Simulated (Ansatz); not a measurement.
# A hypothetical structure for K3F

This structure for K3F is made up. Its elements were placed in a known structure type with a cell scaled to their sizes. What cell does the guess relax to, and how far off was it?

Method: DFT, r2SCAN, plane-wave PAW, files of the set soft_1, scalar-relativistic, no spin, cell and ions relaxed at zero pressure; PAW set soft_1, in the first sound run; inputs show where later runs differ, in Ansatz 0.2.0.

## Step 1: Set-up

It takes space group Pm-3m (No. 221, cubic). The conventional cell has a = 5.964 Å, b = 5.964 Å, c = 5.964 Å, α = 90.00°, β = 90.00°, γ = 90.00°. Nearest to K lie 8 K at 4.22 Å and 4 F at 4.22 Å. Nearest to F lie 12 K at 4.22 Å. Farther neighbours and most contacts between anions are not listed.

Structure file:

```cif
data_structure
_symmetry_space_group_name_H-M 'Pm-3m'
_symmetry_Int_Tables_number 221
_cell_length_a 5.9640
_cell_length_b 5.9640
_cell_length_c 5.9640
_cell_angle_alpha 90.000
_cell_angle_beta 90.000
_cell_angle_gamma 90.000
_cell_volume 212.14
loop_
_atom_site_label
_atom_site_type_symbol
_atom_site_symmetry_multiplicity
_atom_site_Wyckoff_symbol
_atom_site_fract_x
_atom_site_fract_y
_atom_site_fract_z
_atom_site_occupancy
K1 K 3 c 0.50000 0.50000 0.00000 1
F1 F 1 a 0.00000 0.00000 0.00000 1
```

## Step 2: Relaxation of the guess

The guess takes its coordinates from another compound and its volume from a rule, so the cell and any free coordinates are relaxed together.

input.yaml

```yaml
crystal:
  lattice:
    - [5.964, 0.0, 0.0]
    - [0.0, 5.964, 0.0]
    - [0.0, 0.0, 5.964]
  atoms:
    - { symbol: K, position: [0.5, 0.5, 0.0] }
    - { symbol: K, position: [0.5, 0.0, 0.5] }
    - { symbol: K, position: [0.0, 0.5, 0.5] }
    - { symbol: F, position: [0.0, 0.0, 0.0] }
kpoints:
  mp_grid: { grid: [5, 5, 5] }
scf:
  occupations: { method: fermi_dirac, width: 0.05 }
hamiltonian:
  xc: r2scan
  pseudopotentials: { kind: paw, azcp: { folder: soft_1 } }
relax:
  f_tol: 0.015
  max_steps: 70
  cell: {}
output:
  forces: true
  stress: true
```

Run with:

```
$ ansatz run input.yaml --threads 4 --pin off --max-ram 10240MiB --backend cpu --events-out ev --progress --plain --runs-dir out
```

Numbers of over 12 decimals in the logs are rounded to 6 here.

What it wrote:

```text
Engine: ansatz 0.2.0, x86_64-unknown-linux-gnu
Pseudopotentials: kind: paw
Pseudopotential: K, paw, valence charge 9, recommended cutoff 500 eV (meta_gga), soft_1/K.paw.azcp
Pseudopotential: F, paw, valence charge 7, recommended cutoff 500 eV (meta_gga), soft_1/F.paw.azcp
Functional definition: r2SCAN
  parameter k0 = 0.174
  parameter k1 = 0.065
  parameter a1 = 4.9479
  exchange = r2scan_x(k0 = k0, k1 = k1, a1 = a1)
  correlation = r2scan_c
Crystal: 4 atoms, lattice volume = 212.135 Å³
Basis set: ecut = 500 eV, 5449 PW (Γ), exchange–correlation on 180×180×180 points (64 copies of the dense FFT grid, shifted against one another)
Bands: 21, of which v1, the nominal top of the filled ones, is band 17 counted from 1 (16 counted from 0)
Symmetry: 48 space group operations
Space group: Pm-3m (ITA 221), of the structure as read, at distance tolerance 6.0e-5 Å
k-points: 10 of 125
Non-local potential: K, projectors of the file, l = 0: 3, l = 1: 2, l = 2: 2
Non-local potential: F, projectors of the file, l = 0: 2, l = 1: 2, l = 2: 1
PAW form: soft (Blöchl's): semilocal exchange-correlation on the pseudo side does not see the compensation charge
PAW frozen core: K, regenerated for the run's functional (the file was generated under x = pbe(κ = 0.804, μ = 0.219515), c = pbe(β = 0.066725))
PAW frozen core: F, regenerated for the run's functional (the file was generated under x = pbe(κ = 0.804, μ = 0.219515), c = pbe(β = 0.066725))
PAW one-centre angular grid: K, 302 points (default); XC on 160 Gauss nodes
PAW one-centre angular grid: F, 302 points (default); XC on 160 Gauss nodes
Initial density: superposition of atomic densities (chi_scale 0.1, normalization cell), built separately for each of the 2 bonded fragments (scf.initial_density.interfragment_charge_transfer: auto; true builds it for the cell as a whole; a typed value also counts as a typed key of the start: scf.initial_density.chi_scale says what that changes, if anything)
Initial wavefunctions: pseudopotential atomic-orbital guess
Functional: x = r2scan, c = r2scan; τ floored in thin density (d = 2e-4 eV/Å³)
SCF iter   1: F=—  HF=-5440.163259 eV  |F-HF|=—  |Δ(HF+E_count)|=         —  Δρ=5.06e-2  dr2=7.55e0  dr2_τ=2.47e-1  ethr=3.10e-3  ⟨swp⟩=6.4  Hψ=1021  notcnv=0
preconditioner: auto → Resta (q_TF=auto, 2.011 Å⁻¹)  ε∞=3.3  [insulator: Δε(μ)=0.168 eV  Ē_g=2.394 eV  σ=0.050 eV  W_gap=0.68  n_scr=26 (ndim 8)  ℏωp=3.6 eV  f_vac=0.000  D(μ)=1.25/eV (n_scr^D=0)  ε∞_Penn≈3.3]
SCF iter   2: F=—  HF=-5437.601160 eV  |F-HF|=—  |Δ(HF+E_count)|=    2.56e0  Δρ=2.24e-2  dr2=1.07e0  dr2_τ=8.69e-2  ethr=3.10e-3  ⟨swp⟩=3.8  Hψ=551  notcnv=0
preconditioner: auto → Kerker (q_TF=auto, 2.011 Å⁻¹)  [metal: Δε(μ)=0.103 eV  Ē_g=4.866 eV  σ=0.050 eV  W_gap=0.47  n_scr=26 (ndim 8)  ℏωp=7.2 eV  f_vac=0.000  D(μ)=1.40/eV (n_scr^D=6)]
SCF iter   3: F=—  HF=-5437.448341 eV  |F-HF|=—  |Δ(HF+E_count)|=   1.53e-1  Δρ=1.01e-2  dr2=6.43e-1  dr2_τ=1.21e-2  ethr=3.10e-3  ⟨swp⟩=2.0  Hψ=303  notcnv=0
SCF iter   4: F=—  HF=-5437.342128 eV  |F-HF|=—  |Δ(HF+E_count)|=   1.06e-1  Δρ=7.69e-3  dr2=1.62e-1  dr2_τ=5.26e-3  ethr=1.89e-3  ⟨swp⟩=3.1  Hψ=475  notcnv=0
SCF iter   5: F=—  HF=-5437.404183 eV  |F-HF|=—  |Δ(HF+E_count)|=   6.21e-2  Δρ=7.70e-3  dr2=1.58e-1  dr2_τ=6.81e-3  ethr=4.76e-4  ⟨swp⟩=2.9  Hψ=474  notcnv=0
SCF iter   6: F=—  HF=-5437.372852 eV  |F-HF|=—  |Δ(HF+E_count)|=   3.13e-2  Δρ=3.74e-3  dr2=3.65e-2  dr2_τ=6.48e-4  ethr=4.64e-4  ⟨swp⟩=2.0  Hψ=342  notcnv=0
SCF iter   7: F=—  HF=-5437.364112 eV  |F-HF|=—  |Δ(HF+E_count)|=   8.74e-3  Δρ=7.56e-4  dr2=1.46e-3  dr2_τ=2.45e-5  ethr=1.07e-4  ⟨swp⟩=2.0  Hψ=284  notcnv=0
SCF iter   8: F=—  HF=-5437.363892 eV  |F-HF|=—  |Δ(HF+E_count)|=   2.20e-4  Δρ=3.89e-4  dr2=3.74e-4  dr2_τ=1.05e-5  ethr=4.29e-6  ⟨swp⟩=1.0  Hψ=290  notcnv=0
SCF iter   9: F=—  HF=-5437.363815 eV  |F-HF|=—  |Δ(HF+E_count)|=   7.73e-5  Δρ=1.46e-5  dr2=6.74e-7  dr2_τ=6.94e-8  ethr=1.10e-6  ⟨swp⟩=2.1  Hψ=341  notcnv=0
SCF iter  10: F=—  HF=-5437.363759 eV  |F-HF|=—  |Δ(HF+E_count)|=   5.56e-5  Δρ=6.53e-6  dr2=9.64e-8  dr2_τ=4.90e-9  ethr=2.94e-10  ⟨swp⟩=5.4  Hψ=764  notcnv=0
SCF iter  11: F=-5437.363759 eV  HF=-5437.363759 eV  |F-HF|=2.37e-9  |Δ(HF+E_count)|=   1.73e-8  Δρ=1.29e-6  dr2=4.61e-9  dr2_τ=2.27e-10  ethr=2.83e-10  ⟨swp⟩=2.0  Hψ=773  notcnv=0
SCF 1 converged in 11 iterations: F = -5437.363759 eV  dr2 = 4.61e-9
  greatest PAW one-centre occupation: 0.990 electrons in one spin orbital (limit 2), on the K atom at site 2 (counted from 0), in its partial waves of l = 0
relax step   1: F+E_penalty+E_count = -5437.36375916 eV  Δ(F+E_penalty+E_count) = +0.000e0 eV  max|allowed force component| = 1.214e-28 eV/Å  Δτ_max = 0.0000 Å  P = -0.566 GPa  Ω = 212.135 Å³  (11 SCF iters, dr2 threshold 1.00e-7 eV, accepted)
Crystal: 4 atoms, lattice volume = 207.126 Å³
Basis set: ecut = 500 eV, 5257 PW (Γ), exchange–correlation on 180×180×180 points (64 copies of the dense FFT grid, shifted against one another)
Initial density: handed on by an earlier stage of this run
Initial wavefunctions: those handed on with the density
iter 1 solved again at ethr=8.41e-5 eV; its pass at ethr=3.10e-3 eV (dr2=2.86e-2 eV) is discarded
SCF iter   1: F=—  HF=-5437.364416 eV  |F-HF|=—  |Δ(HF+E_count)|=         —  Δρ=3.05e-3  dr2=2.81e-2  dr2_τ=9.87e-3  ethr=8.41e-5  ⟨swp⟩=1.0  Hψ=1163  notcnv=0
preconditioner: auto → Resta (q_TF=auto, 2.019 Å⁻¹)  ε∞=4.0  [insulator: Δε(μ)=0.139 eV  Ē_g=4.181 eV  σ=0.050 eV  W_gap=0.60  n_scr=26 (ndim 8)  ℏωp=7.3 eV  f_vac=0.103  D(μ)=0.79/eV (n_scr^D=0)  ε∞_Penn≈4.0]
SCF iter   2: F=—  HF=-5437.382198 eV  |F-HF|=—  |Δ(HF+E_count)|=   1.78e-2  Δρ=2.03e-3  dr2=4.55e-3  dr2_τ=6.84e-4  ethr=8.27e-5  ⟨swp⟩=2.1  Hψ=391  notcnv=0
preconditioner: auto → Kerker (q_TF=auto, 2.019 Å⁻¹)  [metal: Δε(μ)=0.110 eV  Ē_g=4.327 eV  σ=0.050 eV  W_gap=0.50  n_scr=26 (ndim 8)  ℏωp=7.3 eV  f_vac=0.105  D(μ)=0.94/eV (n_scr^D=0)]
SCF iter   3: F=—  HF=-5437.381442 eV  |F-HF|=—  |Δ(HF+E_count)|=   7.55e-4  Δρ=4.40e-4  dr2=1.50e-3  dr2_τ=2.40e-5  ethr=1.34e-5  ⟨swp⟩=2.0  Hψ=420  notcnv=0
SCF iter   4: F=—  HF=-5437.380892 eV  |F-HF|=—  |Δ(HF+E_count)|=   5.51e-4  Δρ=1.56e-4  dr2=2.81e-4  dr2_τ=3.04e-6  ethr=4.41e-6  ⟨swp⟩=1.9  Hψ=222  notcnv=0
SCF iter   5: F=—  HF=-5437.380797 eV  |F-HF|=—  |Δ(HF+E_count)|=   9.48e-5  Δρ=6.75e-5  dr2=2.43e-5  dr2_τ=1.30e-6  ethr=8.26e-7  ⟨swp⟩=2.0  Hψ=242  notcnv=0
SCF iter   6: F=—  HF=-5437.380812 eV  |F-HF|=—  |Δ(HF+E_count)|=   1.56e-5  Δρ=2.27e-5  dr2=1.81e-6  dr2_τ=4.17e-8  ethr=7.16e-8  ⟨swp⟩=2.0  Hψ=353  notcnv=0
SCF iter   7: F=-5437.380815 eV  HF=-5437.380814 eV  |F-HF|=4.35e-8  |Δ(HF+E_count)|=   2.08e-6  Δρ=8.06e-6  dr2=3.27e-7  dr2_τ=5.50e-9  ethr=1.18e-9  ⟨swp⟩=4.9  Hψ=625  notcnv=0
SCF 2 converged in 7 iterations: F = -5437.380815 eV  dr2 = 3.27e-7
  greatest PAW one-centre occupation: 0.990 electrons in one spin orbital (limit 2), on the K atom at site 1 (counted from 0), in its partial waves of l = 0
relax step   2: F+E_penalty+E_count = -5437.38081451 eV  Δ(F+E_penalty+E_count) = -1.706e-2 eV  max|allowed force component| = 1.242e-29 eV/Å  Δτ_max = 0.0000 Å  P = -0.494 GPa  Ω = 207.126 Å³  energy of the carried Pulay correction = +4.576e-4 eV  (7 SCF iters, dr2 threshold 4.00e-7 eV, accepted)
Crystal: 4 atoms, lattice volume = 178.495 Å³
Basis set: ecut = 500 eV, 4553 PW (Γ), exchange–correlation on 180×180×180 points (64 copies of the dense FFT grid, shifted against one another)
SCF iter   1: F=—  HF=-5438.683742 eV  |F-HF|=—  |Δ(HF+E_count)|=         —  Δρ=2.27e-2  dr2=1.19e0  dr2_τ=3.63e-1  ethr=3.10e-3  ⟨swp⟩=6.0  Hψ=975  notcnv=0
preconditioner: auto → Resta (q_TF=auto, 2.070 Å⁻¹)  ε∞=5.2  [insulator: Δε(μ)=0.175 eV  Ē_g=3.816 eV  σ=0.050 eV  W_gap=0.70  n_scr=26 (ndim 8)  ℏωp=7.9 eV  f_vac=0.039  D(μ)=0.59/eV (n_scr^D=0)  ε∞_Penn≈5.2]
SCF iter   2: F=—  HF=-5437.492951 eV  |F-HF|=—  |Δ(HF+E_count)|=    1.19e0  Δρ=1.61e-2  dr2=2.55e-1  dr2_τ=3.63e-2  ethr=3.10e-3  ⟨swp⟩=2.9  Hψ=489  notcnv=0
SCF iter   3: F=—  HF=-5437.438384 eV  |F-HF|=—  |Δ(HF+E_count)|=   5.46e-2  Δρ=3.74e-3  dr2=4.99e-2  dr2_τ=1.38e-3  ethr=7.49e-4  ⟨swp⟩=2.0  Hψ=460  notcnv=0
SCF iter   4: F=—  HF=-5437.420921 eV  |F-HF|=—  |Δ(HF+E_count)|=   1.75e-2  Δρ=1.57e-3  dr2=5.96e-3  dr2_τ=3.14e-4  ethr=1.47e-4  ⟨swp⟩=2.7  Hψ=405  notcnv=0
SCF iter   5: F=—  HF=-5437.420444 eV  |F-HF|=—  |Δ(HF+E_count)|=   4.77e-4  Δρ=3.44e-4  dr2=4.67e-4  dr2_τ=7.85e-6  ethr=1.75e-5  ⟨swp⟩=2.0  Hψ=276  notcnv=0
SCF iter   6: F=—  HF=-5437.420712 eV  |F-HF|=—  |Δ(HF+E_count)|=   2.68e-4  Δρ=6.39e-5  dr2=4.19e-6  dr2_τ=3.21e-7  ethr=1.37e-6  ⟨swp⟩=2.0  Hψ=407  notcnv=0
SCF iter   7: F=—  HF=-5437.420662 eV  |F-HF|=—  |Δ(HF+E_count)|=   4.98e-5  Δρ=7.83e-6  dr2=1.46e-7  dr2_τ=6.18e-9  ethr=1.18e-9  ⟨swp⟩=4.9  Hψ=774  notcnv=0
SCF iter   8: F=-5437.420662 eV  HF=-5437.420662 eV  |F-HF|=2.81e-8  |Δ(HF+E_count)|=   1.57e-7  Δρ=4.38e-6  dr2=4.74e-8  dr2_τ=1.45e-9  ethr=4.29e-10  ⟨swp⟩=2.0  Hψ=780  notcnv=0
SCF 3 converged in 8 iterations: F = -5437.420662 eV  dr2 = 4.74e-8
relax step   3: F+E_penalty+E_count = -5437.42066228 eV  Δ(F+E_penalty+E_count) = -3.985e-2 eV  max|allowed force component| = 1.187e-29 eV/Å  Δτ_max = 0.0000 Å  P = +0.163 GPa  Ω = 178.495 Å³  energy of the carried Pulay correction = +3.476e-3 eV  (8 SCF iters, dr2 threshold 4.00e-7 eV, accepted)
Crystal: 4 atoms, lattice volume = 184.834 Å³
Basis set: ecut = 500 eV, 4697 PW (Γ), exchange–correlation on 180×180×180 points (64 copies of the dense FFT grid, shifted against one another)
iter 1 solved again at ethr=1.88e-4 eV; its pass at ethr=3.10e-3 eV (dr2=6.40e-2 eV) is discarded
SCF iter   1: F=—  HF=-5437.368955 eV  |F-HF|=—  |Δ(HF+E_count)|=         —  Δρ=4.89e-3  dr2=6.41e-2  dr2_τ=2.11e-2  ethr=1.88e-4  ⟨swp⟩=1.0  Hψ=1190  notcnv=0
preconditioner: auto → LDOS  [metal: Δε(μ)=0.023 eV  Ē_g=4.867 eV  σ=0.050 eV  W_gap=0.11  n_scr=26 (ndim 8)  ℏωp=7.7 eV  f_vac=0.082  D(μ)=1.37/eV (n_scr^D=6)  β→1.0]
SCF iter   2: F=—  HF=-5437.454698 eV  |F-HF|=—  |Δ(HF+E_count)|=   8.57e-2  Δρ=1.05e-2  dr2=1.52e-1  dr2_τ=8.79e-3  ethr=1.88e-4  ⟨swp⟩=3.0  Hψ=422  notcnv=0  recentre
preconditioner: auto → Kerker (q_TF=auto, 2.058 Å⁻¹)  [metal: Δε(μ)=0.051 eV  Ē_g=4.347 eV  σ=0.050 eV  W_gap=0.25  n_scr=26 (ndim 8)  ℏωp=7.7 eV  f_vac=0.077  D(μ)=1.17/eV (n_scr^D=0)  β→0.5]
SCF iter   3: F=—  HF=-5437.423464 eV  |F-HF|=—  |Δ(HF+E_count)|=   3.12e-2  Δρ=5.88e-4  dr2=2.76e-3  dr2_τ=4.47e-5  ethr=1.88e-4  ⟨swp⟩=2.0  Hψ=454  notcnv=0
SCF iter   4: F=—  HF=-5437.422524 eV  |F-HF|=—  |Δ(HF+E_count)|=   9.40e-4  Δρ=2.32e-4  dr2=3.61e-4  dr2_τ=3.39e-5  ethr=8.12e-6  ⟨swp⟩=2.2  Hψ=252  notcnv=0
SCF iter   5: F=—  HF=-5437.422501 eV  |F-HF|=—  |Δ(HF+E_count)|=   2.34e-5  Δρ=1.77e-4  dr2=9.47e-5  dr2_τ=4.00e-6  ethr=1.06e-6  ⟨swp⟩=2.0  Hψ=223  notcnv=0
SCF iter   6: F=—  HF=-5437.422549 eV  |F-HF|=—  |Δ(HF+E_count)|=   4.84e-5  Δρ=5.40e-5  dr2=8.31e-6  dr2_τ=4.76e-7  ethr=2.79e-7  ⟨swp⟩=3.0  Hψ=352  notcnv=0
SCF iter   7: F=—  HF=-5437.422503 eV  |F-HF|=—  |Δ(HF+E_count)|=   4.60e-5  Δρ=1.46e-5  dr2=5.62e-7  dr2_τ=4.57e-8  ethr=2.45e-8  ⟨swp⟩=2.0  Hψ=352  notcnv=0
SCF iter   8: F=—  HF=-5437.422503 eV  |F-HF|=—  |Δ(HF+E_count)|=   2.80e-7  Δρ=5.81e-6  dr2=1.30e-7  dr2_τ=3.10e-9  ethr=1.65e-9  ⟨swp⟩=3.0  Hψ=353  notcnv=0
SCF iter   9: F=-5437.422503 eV  HF=-5437.422503 eV  |F-HF|=7.77e-9  |Δ(HF+E_count)|=   2.55e-9  Δρ=2.73e-6  dr2=3.60e-8  dr2_τ=6.14e-10  ethr=1.95e-10  ⟨swp⟩=4.1  Hψ=619  notcnv=0
SCF 4 converged in 9 iterations: F = -5437.422503 eV  dr2 = 3.60e-8
relax step   4: F+E_penalty+E_count = -5437.42250341 eV  Δ(F+E_penalty+E_count) = -1.841e-3 eV  max|allowed force component| = 1.574e-30 eV/Å  Δτ_max = 0.0000 Å  P = -0.028 GPa  Ω = 184.834 Å³  energy of the carried Pulay correction = +2.741e-3 eV  (9 SCF iters, dr2 threshold 6.64e-8 eV, accepted)
Initial wavefunctions: pseudopotential atomic-orbital guess (no wavefunctions were taken with the density)
iter 1 solved again at ethr=6.36e-8 eV; its pass at ethr=3.10e-3 eV (dr2=2.16e-5 eV) is discarded
SCF iter   1: F=—  HF=-5437.419719 eV  |F-HF|=—  |Δ(HF+E_count)|=         —  Δρ=2.29e-4  dr2=9.20e-6  dr2_τ=3.74e-5  ethr=6.36e-8  ⟨swp⟩=3.3  Hψ=1691  notcnv=0
preconditioner: auto → Kerker (q_TF=auto, 2.058 Å⁻¹)  [metal: Δε(μ)=0.041 eV  Ē_g=4.658 eV  σ=0.050 eV  W_gap=0.20  n_scr=26 (ndim 8)  ℏωp=7.7 eV  f_vac=0.075  D(μ)=1.21/eV (n_scr^D=0)]
SCF iter   2: F=—  HF=-5437.419740 eV  |F-HF|=—  |Δ(HF+E_count)|=   2.07e-5  Δρ=1.17e-4  dr2=3.05e-6  dr2_τ=4.06e-6  ethr=2.71e-8  ⟨swp⟩=2.0  Hψ=351  notcnv=0
SCF iter   3: F=—  HF=-5437.419690 eV  |F-HF|=—  |Δ(HF+E_count)|=   4.95e-5  Δρ=3.57e-5  dr2=9.65e-7  dr2_τ=1.92e-7  ethr=8.97e-9  ⟨swp⟩=2.0  Hψ=351  notcnv=0
SCF iter   4: F=—  HF=-5437.419690 eV  |F-HF|=—  |Δ(HF+E_count)|=   5.92e-8  Δρ=1.90e-6  dr2=7.54e-9  dr2_τ=6.96e-10  ethr=2.84e-9  ⟨swp⟩=2.0  Hψ=340  notcnv=0
SCF iter   5: F=—  HF=-5437.419690 eV  |F-HF|=—  |Δ(HF+E_count)|=   2.53e-9  Δρ=6.06e-7  dr2=1.86e-9  dr2_τ=6.29e-11  ethr=2.22e-11  ⟨swp⟩=2.0  Hψ=353  notcnv=0
SCF iter   6: F=—  HF=-5437.419690 eV  |F-HF|=—  |Δ(HF+E_count)|=  3.75e-10  Δρ=2.31e-7  dr2=2.35e-10  dr2_τ=6.00e-12  ethr=5.47e-12  ⟨swp⟩=2.0  Hψ=251  notcnv=0
SCF iter   7: F=-5437.419690 eV  HF=-5437.419690 eV  |F-HF|=4.55e-12  |Δ(HF+E_count)|=  8.09e-11  Δρ=1.00e-7  dr2=2.42e-11  dr2_τ=6.23e-13  ethr=1.00e-12  ⟨swp⟩=4.6  Hψ=731  notcnv=0
SCF 5 converged in 7 iterations: F = -5437.419690 eV  dr2 = 2.42e-11
relax step   5: F+E_penalty+E_count = -5437.41969033 eV  Δ(F+E_penalty+E_count) = +2.813e-3 eV  max|allowed force component| = 3.139e-30 eV/Å  Δτ_max = 0.0000 Å  P = -0.028 GPa  Ω = 184.834 Å³  stress off target by 2.84e-2 GPa  SCF on the basis re-selected at this cell (its energy is not comparable with the rows above)  (7 SCF iters)
basis re-selected at this cell: Δ(F+E_penalty+E_count) = +2.813e-3 eV, ΔP = -0.001 GPa vs the last step (what re-selecting the basis moved, of the pressure what is left beyond the Pulay correction that the steps carried, after the strain that the cell walked since its last selection, with what the two solves' SCF thresholds leave and, on support functions, any second-order correction that the steps lacked; it is no m [...]
SCF converged after 7 iterations
Free energy (F): -5437.419690 eV
Harris-Foulkes:  -5437.419690 eV  (|F-HF|=4.55e-12)
Internal energy: -5437.410285 eV  (E = F + TS)
E sigma→0 (E₀):  -5437.414988 eV
Entropy (-TS):   -0.009406 eV (-2.351 meV/atom)
Fermi energy:    3.176535 eV
--- Per-component energies (eV) ---
  E_band       = -473.407258
  E_kinetic    = 957.358989
  E_local      = -2801.505226  (includes V_loc(G=0)·N_el)
  E_nonlocal   = 125.396157
  E_hartree    = 1012.164034
  E_xc         = -475.930303
  E_vxc        = -669.625389  (∫ρ·V_xc dr)
  E_paw        = -2570.968278  (= ΣΔE_a)
  E_vpaw       = -152.177120  (= ΣTr[D̂ρ^β])
  E_aug_tail   = 0.000277  (compensation charges beyond the density's cutoff)
  E_vtau       = 42.817174  (kinetic-family band-sum trace: ∫τ·v_τ [+ j·A + Jᵃ·Aᵃ] dr)
  E_ewald      = -1683.305988
  E_core_change = -0.619948  (= ΣΔE_core)
  E_smearing   = -0.009406  (= −TS)
  E_closure    = -0.000000  (closes the sum)
  Σ components = -5437.419690   (vs F -5437.419690, Δ=0.00e0)
--- Forces (eV/Å), atoms counted from 1 ---
  atom   1  K     -0.00000000     0.00000000     0.00000000
  atom   2  K     -0.00000000     0.00000000     0.00000000
  atom   3  K     -0.00000000    -0.00000000     0.00000000
  atom   4  F      0.00000000    -0.00000000    -0.00000000
  max |Σ_I F_I| component: 7.43e-30 eV/Å
--- Stress (GPa, compression-positive) ---
       -0.028364       0.000000       0.000000
        0.000000      -0.028364      -0.000000
        0.000000      -0.000000      -0.028364
  P = ⅓ Tr σ = -0.0284 GPa (-0.284 kbar)
--- Relaxed structure (4 steps of the walk, 4 accepted, 1 SCFs on fresh bases) ---
  F+E_penalty+E_count = -5437.41969033 eV   max|allowed force component| = 3.139e-30 eV/Å   (the final SCF, on the basis selected at the relaxed cell)
  cell:  # Å, volume = 184.8345 Å³
    - [5.696319, 0, 0]
    - [0, 5.696319, 0]
    - [0, 0, 5.696319]
  atoms:
    - { symbol: K, position: [0.5, 0.5, 0] }
    - { symbol: K, position: [0.5, 0, 0.5] }
    - { symbol: K, position: [0, 0.5, 0.5] }
    - { symbol: F, position: [0, 0, 0] }
```

Run time: 20 s. Hardware: 4 threads of INTEL XEON PLATINUM 8581C at 2.10GHz (Emerald Rapids), shared host; peak memory 0.87 GiB.

Step by step:

| step | energy less that of the first step (eV) | largest force component (eV/Å) | pressure (GPa) | volume (Å³) |
| --- | --- | --- | --- | --- |
| 1 | 0.0000 | 0.0000 | -0.57 | 212.14 |
| 2 | -0.0171 | 0.0000 | -0.49 | 207.13 |
| 3 | -0.0569 | 0.0000 | 0.16 | 178.49 |
| 4 | -0.0587 | 0.0000 | -0.03 | 184.83 |
| 5* | -0.0559 | 0.0000 | -0.03 | 184.83 |

Relaxation steps marked * repeat the geometry before them on a plane-wave basis chosen anew for their cell, so energy and pressure can jump there.

The run keeps the 48 symmetry operations that it works with, so distortions that break them were not tested.

| conventional cell, symmetrised | before | after | change |
| --- | --- | --- | --- |
| a (Å) | 5.964 | 5.696 | -4.5 % |
| b (Å) | 5.964 | 5.696 | -4.5 % |
| c (Å) | 5.964 | 5.696 | -4.5 % |
| volume (Å³/atom) | 53.03 | 46.21 | -12.9 % |

Final coordinates:

```cif
data_structure
_symmetry_space_group_name_H-M 'P 1'
_symmetry_Int_Tables_number 1
_cell_length_a 5.6963
_cell_length_b 5.6963
_cell_length_c 5.6963
_cell_angle_alpha 90.000
_cell_angle_beta 90.000
_cell_angle_gamma 90.000
_cell_volume 184.83
loop_
_atom_site_label
_atom_site_type_symbol
_atom_site_fract_x
_atom_site_fract_y
_atom_site_fract_z
_atom_site_occupancy
K1 K 0.50000 0.50000 0.00000 1
K2 K 0.50000 0.00000 0.50000 1
K3 K 0.00000 0.50000 0.50000 1
F4 F 0.00000 0.00000 0.00000 1
```

Numbers from this step:

| Property | Result |
| --- | --- |
| free energy | -5437.4197 eV |
| energy at zero smearing | -5437.4150 eV |
| smearing term TS | 0.009406 eV |
| Fermi energy | 3.177 eV |
| gap by band count | 0.04105 eV |
| electrons | 34 |
| symmetry operations | 48 |
| pressure | -0.02836 GPa |

The shortest distance of each pair, which need not be the same contact before and after:

| pair | guess (Å) | relaxed (Å) |
| --- | --- | --- |
| K–K | 4.217 | 4.028 |
| F–K | 4.217 | 4.028 |

The relaxation ends with a pressure of -0.03 GPa.

(Part 1 of 2 ends here.)

[Logs are printed without paths, hosts, clocks, repeated set-up lines and the standing remarks that a program may print on its own settings, such as how far it seeks lower states.]

[Hosts, paths, dates, database ids (printed as entryN), source tags and the programs' standing remarks are cut or masked in the printed files.]
